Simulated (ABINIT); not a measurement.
# Li3OCl (Pm-3m): G0W0 with ABINIT, start to end

Aim: the G0W0 gap of Li3OCl (Pm-3m) on PBEsol, step by step.

Program: ABINIT 10.8.3. Level of theory: PBEsol and many-body steps on it, plane waves. Values are calculated unless marked as measured.

This is a report of a sequence of runs, with the program logs left out and the cost of each run kept.

## Step 1: The starting structure

Symmetry: Pm-3m, No. 221, cubic system. Conventional cell: a = 3.908 Å, b = 3.908 Å, c = 3.908 Å, α = 90.00°, β = 90.00°, γ = 90.00°. Nearest to Li lie 2 O at 1.95 Å and 4 Cl at 2.76 Å and 8 Li at 2.76 Å. Cl has 12 Li at 2.76 Å nearest. Nearest to O lie 6 Li at 1.95 Å. Farther neighbours, and contacts between anions beyond the nearest, are not listed.

Structure file:

```cif
data_structure
_symmetry_space_group_name_H-M 'P 1'
_symmetry_Int_Tables_number 1
_cell_length_a 3.9083
_cell_length_b 3.9083
_cell_length_c 3.9083
_cell_angle_alpha 90.000
_cell_angle_beta 90.000
_cell_angle_gamma 90.000
_cell_volume 59.70
loop_
_atom_site_label
_atom_site_type_symbol
_atom_site_fract_x
_atom_site_fract_y
_atom_site_fract_z
_atom_site_occupancy
Li1 Li 0.00000 0.50000 0.50000 1
Li2 Li 0.50000 0.00000 0.50000 1
Li3 Li 0.50000 0.50000 0.00000 1
Cl4 Cl 0.00000 0.00000 0.00000 1
O5 O 0.50000 0.50000 0.50000 1
```

The cell and positions are those that the Materials Project relaxed with its own functionals (PBE, PBE+U or r2SCAN), kept fixed.

## Step 2: Ground state

This step: ABINIT 10.8.3; DFT, PBEsol, plane waves, norm-conserving pseudopotentials.

The ground-state density comes first.

File run.abi:

```
acell 3*1.0 Angstrom
rprim 
  3.908337000000 0.000000000000 0.000000000000
  0.000000000000 3.908337000000 0.000000000000
  0.000000000000 0.000000000000 3.908337000000
ntypat 3
znucl 3 17 8
natom 5
typat 1 1 1 2 3
xred 
  0.000000000000 0.500000000000 0.500000000000
  0.500000000000 0.000000000000 0.500000000000
  0.500000000000 0.500000000000 0.000000000000
  0.000000000000 0.000000000000 0.000000000000
  0.500000000000 0.500000000000 0.500000000000
pp_dirpath "pseudos"
pseudos "Li.upf, Cl.upf, O.upf"
ecut 36
ngkpt 6 6 6
nshiftk 1
shiftk 0 0 0
kptopt 1
chksymbreak 0
nband 17
occopt 1
tolvrs 1e-10
nstep 60
prtwf 0
optforces 0
optstress 0
indata_prefix "in"
outdata_prefix "out"
tmpdata_prefix "tmp"
```

Command:

```console
$ OMP_NUM_THREADS=1 mpirun -n 8 abinit run.abi > log
```

It took 10 s on 8 MPI ranks of Arm Neoverse V1, shared host; peak memory 0.6 GiB; 81 s of CPU time.

This step gave:

```yaml
total_energy: -1484.7154 eV
gap: 4.610 eV
k_of_the_valence_top: 0.5, 0.5, 0
k_of_the_conduction_bottom: 0, 0, 0
least_direct_gap: 4.712 eV
```

The gap is indirect, with the least direct gap 0.10 eV higher.

## Step 3: Bands along the symmetry lines

The cheap functional maps the bands first; the places of the edges decide which points the dearer methods must see.

File run.abi:

```
acell 3*1.0 Angstrom
rprim 
  3.908337000000 0.000000000000 0.000000000000
  0.000000000000 3.908337000000 0.000000000000
  0.000000000000 0.000000000000 3.908337000000
ntypat 3
znucl 3 17 8
natom 5
typat 1 1 1 2 3
xred 
  0.000000000000 0.500000000000 0.500000000000
  0.500000000000 0.000000000000 0.500000000000
  0.500000000000 0.500000000000 0.000000000000
  0.000000000000 0.000000000000 0.000000000000
  0.500000000000 0.500000000000 0.500000000000
pp_dirpath "pseudos"
pseudos "Li.upf, Cl.upf, O.upf"
ecut 36
iscf -2
irdden 1
kptopt 0
nkpt 50
kpt 
  0.00000000 0.00000000 0.00000000
  0.00000000 0.06250000 0.00000000
  0.00000000 0.12500000 0.00000000
  0.00000000 0.18750000 0.00000000
  0.00000000 0.25000000 0.00000000
  0.00000000 0.31250000 0.00000000
  0.00000000 0.37500000 0.00000000
  0.00000000 0.43750000 0.00000000
  0.00000000 0.50000000 0.00000000
  0.06250000 0.50000000 0.00000000
  0.12500000 0.50000000 0.00000000
  0.18750000 0.50000000 0.00000000
  0.25000000 0.50000000 0.00000000
  0.31250000 0.50000000 0.00000000
  0.37500000 0.50000000 0.00000000
  0.43750000 0.50000000 0.00000000
  0.50000000 0.50000000 0.00000000
  0.43750000 0.43750000 0.00000000
  0.37500000 0.37500000 0.00000000
  0.31250000 0.31250000 0.00000000
  0.25000000 0.25000000 0.00000000
  0.18750000 0.18750000 0.00000000
  0.12500000 0.12500000 0.00000000
  0.06250000 0.06250000 0.00000000
  0.00000000 0.00000000 0.00000000
  0.06250000 0.06250000 0.06250000
  0.12500000 0.12500000 0.12500000
  0.18750000 0.18750000 0.18750000
  0.25000000 0.25000000 0.25000000
  0.31250000 0.31250000 0.31250000
  0.37500000 0.37500000 0.37500000
  0.43750000 0.43750000 0.43750000
  0.50000000 0.50000000 0.50000000
  0.43750000 0.50000000 0.43750000
  0.37500000 0.50000000 0.37500000
  0.31250000 0.50000000 0.31250000
  0.25000000 0.50000000 0.25000000
  0.18750000 0.50000000 0.18750000
  0.12500000 0.50000000 0.12500000
  0.06250000 0.50000000 0.06250000
  0.00000000 0.50000000 0.00000000
  0.50000000 0.50000000 0.50000000
  0.50000000 0.50000000 0.43750000
  0.50000000 0.50000000 0.37500000
  0.50000000 0.50000000 0.31250000
  0.50000000 0.50000000 0.25000000
  0.50000000 0.50000000 0.18750000
  0.50000000 0.50000000 0.12500000
  0.50000000 0.50000000 0.06250000
  0.50000000 0.50000000 0.00000000
istwfk *1
nband 18
nbdbuf 2
tolwfr 1e-08
nstep 40
prtwf 0
prtvol 0
indata_prefix "in"
outdata_prefix "out"
tmpdata_prefix "tmp"
```

Wall time 12 s (8 MPI ranks); peak memory 0.53 GiB.

Read from the output:

- gap: 4.610 eV
- k of the valence top: 0.5, 0.5, 0
- k of the conduction bottom: 0, 0, 0
- least direct gap: 4.712 eV

The gap is 4.610 eV, as in the run before at this level.

The electronic bands at the labelled points (eV, zero at the top of the highest filled band):

| point | band 8 | band 9 | band 10 | band 11 | band 12 | band 13 | band 14 | band 15 |
| --- | --- | --- | --- | --- | --- | --- | --- | --- |
| Γ | -2.97 | -0.50 | -0.50 | -0.50 | 4.61 | 6.87 | 6.87 | 11.59 |
| halfway | -2.72 | -0.81 | -0.73 | -0.73 | 5.48 | 6.61 | 8.08 | 9.62 |
| X | -2.37 | -1.07 | -1.07 | -0.98 | 6.35 | 6.39 | 8.82 | 8.82 |
| halfway | -2.27 | -0.98 | -0.53 | -0.38 | 5.44 | 7.41 | 7.96 | 8.29 |
| M | -2.16 | -0.87 | 0.00 | 0.00 | 4.71 | 6.65 | 7.81 | 7.81 |
| halfway | -2.52 | -0.99 | -0.83 | -0.27 | 5.53 | 7.44 | 8.39 | 8.44 |
| Γ | -2.97 | -0.50 | -0.50 | -0.50 | 4.61 | 6.87 | 6.87 | 11.59 |
| halfway | -3.06 | -0.67 | -0.55 | -0.55 | 6.57 | 7.64 | 7.64 | 7.66 |
| R | -3.58 | -0.71 | -0.71 | -0.71 | 8.59 | 8.59 | 8.59 | 8.65 |
| halfway | -3.03 | -0.89 | -0.41 | -0.26 | 6.44 | 7.09 | 7.45 | 8.70 |
| X | -2.37 | -1.07 | -1.07 | -0.98 | 6.35 | 6.39 | 8.82 | 8.82 |
| jump to R | -3.58 | -0.71 | -0.71 | -0.71 | 8.59 | 8.59 | 8.59 | 8.65 |
| halfway | -2.95 | -0.79 | -0.34 | -0.34 | 6.48 | 7.36 | 7.91 | 7.91 |
| M | -2.16 | -0.87 | 0.00 | 0.00 | 4.71 | 6.65 | 7.81 | 7.81 |

## Step 4: Empty states on the mesh, 4×4×4 mesh, 72 bands

The sums over transitions need many empty states on a uniform mesh; this step solves for them.

File run.abi:

```
acell 3*1.0 Angstrom
rprim 
  3.908337000000 0.000000000000 0.000000000000
  0.000000000000 3.908337000000 0.000000000000
  0.000000000000 0.000000000000 3.908337000000
ntypat 3
znucl 3 17 8
natom 5
typat 1 1 1 2 3
xred 
  0.000000000000 0.500000000000 0.500000000000
  0.500000000000 0.000000000000 0.500000000000
  0.500000000000 0.500000000000 0.000000000000
  0.000000000000 0.000000000000 0.000000000000
  0.500000000000 0.500000000000 0.500000000000
pp_dirpath "pseudos"
pseudos "Li.upf, Cl.upf, O.upf"
ecut 36
ngkpt 4 4 4
nshiftk 1
shiftk 0 0 0
kptopt 1
chksymbreak 0
iscf -2
irdden 1
istwfk *1
nband 72
nbdbuf 6
tolwfr 1e-09
nstep 60
prtvol 0
indata_prefix "in"
outdata_prefix "out"
tmpdata_prefix "tmp"
```

The job ended after 16 s (8 MPI ranks; peak memory 0.52 GiB; 2.2 min of CPU time).

Numbers from this step:

* gap: 4.610 eV
* k of the valence top: 0.5, 0.5, 0
* k of the conduction bottom: 0, 0, 0
* least direct gap: 4.712 eV
* k points computed: 10
* lowest point of the top converged band, above the valence top: 46.42 eV

On this mesh the gap is 4.610 eV.

## Step 5: Screening, 4×4×4 mesh, 66 bands, screening to 106.1 eV

The RPA dielectric matrix is built and inverted for each q.

This step: RPA screening on PBEsol, plane waves, norm-conserving pseudopotentials.

run.abi, as its differences from that of step 4:

```diff
@@ -23,10 +23,11 @@
 chksymbreak 0
-iscf -2
-irdden 1
 istwfk *1
-nband 72
-nbdbuf 6
-tolwfr 1e-09
-nstep 60
-prtvol 0
+occopt 1
+irdwfk 1
+optdriver 3
+nband 66
+ecuteps 3.9
+inclvkb 2
+awtr 1
+symchi 1
 indata_prefix "in"
```

It took 12 s on 8 MPI ranks; peak memory 1.3 GiB; 96 s of CPU time.

Read from the output:

```
ε∞ with local fields, on this mesh    : 3.016
ε∞ without local fields, on this mesh : 3.399
plasma frequency                      : 22.54 eV
plane waves in the screening matrix   : 147
```

Local fields lower ε∞ by 11 %. On a Γ-centred mesh this coarse the value itself is usually too large, while a short band sum pulls it down.

## Step 6: Self-energy, 4×4×4 mesh, 66 bands, screening to 106.1 eV

The self-energy is evaluated for the states that the input lists, and the quasiparticle equation is solved.

This step: G0W0 on PBEsol, plane waves, norm-conserving pseudopotentials.

run.abi, as its differences from that of step 5:

```diff
@@ -26,8 +26,17 @@
 irdwfk 1
-optdriver 3
+optdriver 4
 nband 66
+gwcalctyp 0
+ecutsigx 36
+symsigma 1
+nkptgw 2
+kptgw 
+  0.5000000000 0.5000000000 0.0000000000
+  0.0000000000 0.0000000000 0.0000000000
+bdgw 
+  10 13
+  9 14
 ecuteps 3.9
-inclvkb 2
-awtr 1
-symchi 1
+irdscr 1
+ppmodel 1
 indata_prefix "in"
```

The job ended after 4.6 s (8 MPI ranks; peak memory 1.1 GiB; 36 s of CPU time).

Numbers from this step:

| Quantity | Value |
| --- | --- |
| G0W0 gap on the mesh | 6.709 eV |
| starting gap on the mesh | 4.610 eV |
| k of the valence top | 0.5, 0.5, 0 |
| k of the conduction bottom | 0, 0, 0 |
| Z at the valence top | 0.78 |
| Z at the conduction bottom | 0.842 |
| least direct G0W0 gap on the computed points | 6.859 eV |

The gap on the mesh goes from 4.61 eV to 6.71 eV, a correction of +2.10 eV.

Limits: finite bands, cutoff and mesh; coarse k mesh. v1 is the top filled band, c1 the lowest empty one. Levels before and after the correction, in eV, zero at the valence-band top of each column:

|  | conduction bottom | valence top |
| --- | --- | --- |
| Kohn-Sham | 4.61 | 0.00 |
| G0W0 | 6.71 | 0.00 |

|  | level | energy (eV) |
| --- | --- | --- |
| Kohn-Sham | (0.5 0.5 0) v2-v1 | 0.000 |
| Kohn-Sham | (0.5 0.5 0) c1 | 4.712 |
| Kohn-Sham | (0.5 0.5 0) c2 | 6.649 |
| Kohn-Sham | Γ v3-v1 | -0.503 |
| Kohn-Sham | Γ c1 | 4.610 |
| Kohn-Sham | Γ c2-c3 | 6.872 |
| G0W0 | (0.5 0.5 0) v2-v1 | 0.000 |
| G0W0 | (0.5 0.5 0) c1 | 6.859 |
| G0W0 | (0.5 0.5 0) c2 | 8.999 |
| G0W0 | Γ v3-v1 | -0.578 |
| G0W0 | Γ c1 | 6.709 |
| G0W0 | Γ c2-c3 | 9.108 |

## Step 7: Where the time went

Times are wall times on 8 MPI ranks of Arm Neoverse V1, shared host, good to a factor of about two.

| step | time | share | memory (GiB) |
| --- | --- | --- | --- |
| ground state | 10 s | 19 % | 0.6 |
| bands along the symmetry lines | 12 s | 22 % | 0.53 |
| empty states on the mesh | 16 s | 30 % | 0.52 |
| screening | 12 s | 22 % | 1.3 |
| self-energy | 4.6 s | 8 % | 1.1 |

## Step 8: What came out

```
PBEsol gap           : 4.61 eV, indirect
G0W0 gap on the mesh : 6.71 eV
GW settings          : 4×4×4 mesh, 66 bands, screening to 106.1 eV, Godby-Needs plasmon pole
known limits         : short of the basis limit; coarse k mesh
```

In words: G0W0 moves the gap on the mesh from 4.61 eV to 6.71 eV (+2.10 eV), with Z of 0.78 and 0.84 at the edges. Local fields lower the RPA ε∞ on this mesh from 3.40 to 3.02; a Γ-centred mesh this coarse tends to raise both, most where the direct gap is narrow, while a short band sum lowers them. Bands and cutoff are finite, so the gap stands short of the basis limit, usually by up to a few tenths of an eV; the mesh is an error of its own. The 4×4×4 mesh is coarse for this cell, which bears on the long-range parts of exchange and screening.

[Long decimals in the printed logs are rounded to 6 places.]

[Logs are printed without paths, hosts, clocks, repeated set-up lines and the standing remarks that a program may print on its own settings, such as how far it seeks lower states.]

[Paths, hosts, dates, memory and timing lines, banners, echoed tables and standing remarks are left out of the program output; an Ansatz launch command may be rebuilt from the run's recorded settings. Measured values are a selection of at most five: reports struck by readers or far from the other reports are left out. None is set beside runs whose start may be inverted or whose files or cutoffs have a known fault.]

[Runs of the session that timed out or met a known fault of the program may be left out.]

[Hosts, paths, dates, database ids (printed as entryN), source tags and the programs' standing remarks are cut or masked in the printed files.]

[G0W0 gaps are taken among the corrected bands and points alone; a level outside them can change the order at an edge.]

[Where Ansatz stands beside ABINIT at settings called matched, ABINIT's density can come from a denser mesh and the files from another edition; pairs whose starting gaps differed by over 0.03 eV were left out, so agreement reads better than it is.]
